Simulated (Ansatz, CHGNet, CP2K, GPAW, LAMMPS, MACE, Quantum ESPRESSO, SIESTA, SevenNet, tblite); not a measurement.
## Amorphous 63GeO2-24PbO-13Al2O3 (mol %) (115 atoms): runs against a plane-wave reference

Density of this cell: 4.81 g/cm³. The cell holds 115 atoms: 24 Ge, 9 Pb, 10 Al and 72 O. Its edges and angles: a = 12.017 Å, b = 12.017 Å, c = 12.017 Å, α = 90.0°, β = 90.0°, γ = 90.0°. 115 atoms (24 Ge, 9 Sr, 10 Al, 72 O) placed at random at 3.86 g/cm³, melted at 5000 K for 10 ps at fixed volume with the Morse and Coulomb pair potential with partial charges (Pedone, Malavasi, Menziani, Cormack and Segre, J. Phys. Chem. B 110, 11780 (2006)). Quenched from 5000 K to 300 K at 100 K/ps and fixed volume, held 10 ps at zero pressure, then minimised at fixed cell. Then Sr was replaced by Pb and the cell scaled by 1.008 (the potential has no terms for the new elements, so the cell is a start for a DFT relaxation).

Geometry: as built.

The reference, a calculation:

```
method                                           : Kohn-Sham DFT, PBE, PAW, plane waves (Ansatz 0.2.0); cutoff 420 eV, Γ point, fermi-dirac smearing of 0.05 eV; PAW set soft_2
r.m.s. force component                           : 0.7747 eV/Å
longest force                                    : 2.56 eV/Å
pressure                                         : 3.7 GPa
gap (highest filled to lowest empty level) : 2.147 eV
SCF cycles                                       : 10
time                                             : 22 s on 8 threads of Arm Neoverse V2, shared host
CPU time                                         : 2.8 min
```

Q: Estimate the differences from the reference, the CPU time and the memory of each run.
- CP2K PBE, DZVP-UZH, 600/50 Ry, OT CG (CP2K 2026.2; 4 MPI ranks)
- tblite GFN2-xTB (tblite 0.8.0; 1 thread)
- CP2K PBE, DZVP-MOLOPT-SR, 600/50 Ry, OT CG (CP2K 2026.2; 4 MPI ranks)
- CHGNet 0.3.0 potential (CHGNet 0.3.0; 1 thread)
- tblite IPEA1-xTB (tblite 0.8.0; 1 thread)
- GPAW PBE, LCAO szp(dzp), h 0.18 Å (GPAW 26.7.0; 1 thread)
- SIESTA PBE, SZP, shift 0.01 Ry, mesh 500 Ry (SIESTA 5.4.2; 2 MPI ranks)
- SIESTA PBE, DZP, shift 0.01 Ry, mesh 200 Ry (SIESTA 5.4.2; 2 MPI ranks)
- SevenNet 0 potential (SevenNet 0; 1 thread)
- GPAW PBE, LCAO dzp, h 0.18 Å (GPAW 26.7.0; 2 MPI ranks)

Differences are against the plane-wave reference, forces as r.m.s. over components; share is that over the reference's r.m.s. force, slope the least-squares factor from reference forces to these. Total energies of different programs have different zeros and aren't compared.

```csv
run,"Δ force, r.m.s. (meV/Å)",share (%),slope,Δ pressure (GPa),Δ gap (eV),cores,CPU time,memory (GiB)
reference,-,-,-,-,-,8,2.8 min,2.8
"CP2K PBE, DZVP-UZH, 600/50 Ry, OT CG",96.4,12.4,1.049,0.716,-0.118,4,16 min,4.7
tblite GFN2-xTB,578,74.6,0.357,-6.96,-,1,9.9 s,0.15
"CP2K PBE, DZVP-MOLOPT-SR, 600/50 Ry, OT CG",73.0,9.43,1.030,0.312,-0.226,4,13 min,4.4
CHGNet 0.3.0 potential,176,22.7,0.827,-0.644,-,1,3.7 s,1.3
tblite IPEA1-xTB,459,59.3,0.677,-3.17,-,1,8.8 s,0.16
"GPAW PBE, LCAO szp(dzp), h 0.18 Å (coarse)",519,67.0,1.511,-,-0.434,1,2.9 min,2.2
"SIESTA PBE, SZP, shift 0.01 Ry, mesh 500 Ry (coarse)",446,57.5,1.463,6.15,-0.256,2,6.5 min,2.6
"SIESTA PBE, DZP, shift 0.01 Ry, mesh 200 Ry",316,40.7,1.324,4.33,-0.193,2,3.5 min,1.3
SevenNet 0 potential,89.7,11.6,0.947,-0.557,-,1,7.7 s,1
"GPAW PBE, LCAO dzp, h 0.18 Å",412,53.2,1.404,-,-0.167,2,4.1 min,2.6
```

Rows marked coarse were listed beforehand as settings not expected to be converged; some can still land near the reference.

Times of the machine-learned potentials are mostly Python's start and the loading of weights.

CPU time is summed over cores on a shared host, where runs went side by side, so it is rough. Symmetry, cutoffs, thresholds, outputs and thread counts weren't matched or tuned between programs; memory under MPI is the largest rank's times the ranks.

The PBE runs in local orbitals, coarse settings apart, differ by 9.4 % (CP2K PBE, DZVP-MOLOPT-SR, 600/50 Ry, OT CG) to 53 % (GPAW PBE, LCAO dzp, h 0.18 Å); basis, grid and potentials can all enter. Tight binding differs by 59 % (tblite IPEA1-xTB) to 75 % (tblite GFN2-xTB); it is another model, with fitted parameters of its own, and the xTB methods hold dispersion. Machine-learned potentials differ by 12 % (SevenNet 0 potential) to 23 % (CHGNet 0.3.0 potential); they were trained on other programs' data. Among those trained on PBE data the slope goes as low as 0.83, which softening far from their training structures can give, though the reference's k-sampling is untested too. IPEA1-xTB was fitted to ionisation energies and electron affinities, not to forces or charges. Periodic xTB results under one method name differ between programs and library versions. Machine-learned potentials mimic data converged in k, so the reference's own k-point error enters their differences. The network of bonds at the start is that of the classical potential that made the cell, and needn't be the one that DFT or experiment would give. The electronic-structure runs sample only Γ, in a cell whose shortest periodic width is 12 Å.

[Logs are printed without paths, hosts, clocks, repeated set-up lines and the standing remarks that a program may print on its own settings, such as how far it seeks lower states.]

[Hosts, paths, dates, database ids (printed as entryN), source tags and the programs' standing remarks are cut or masked in the printed files.]
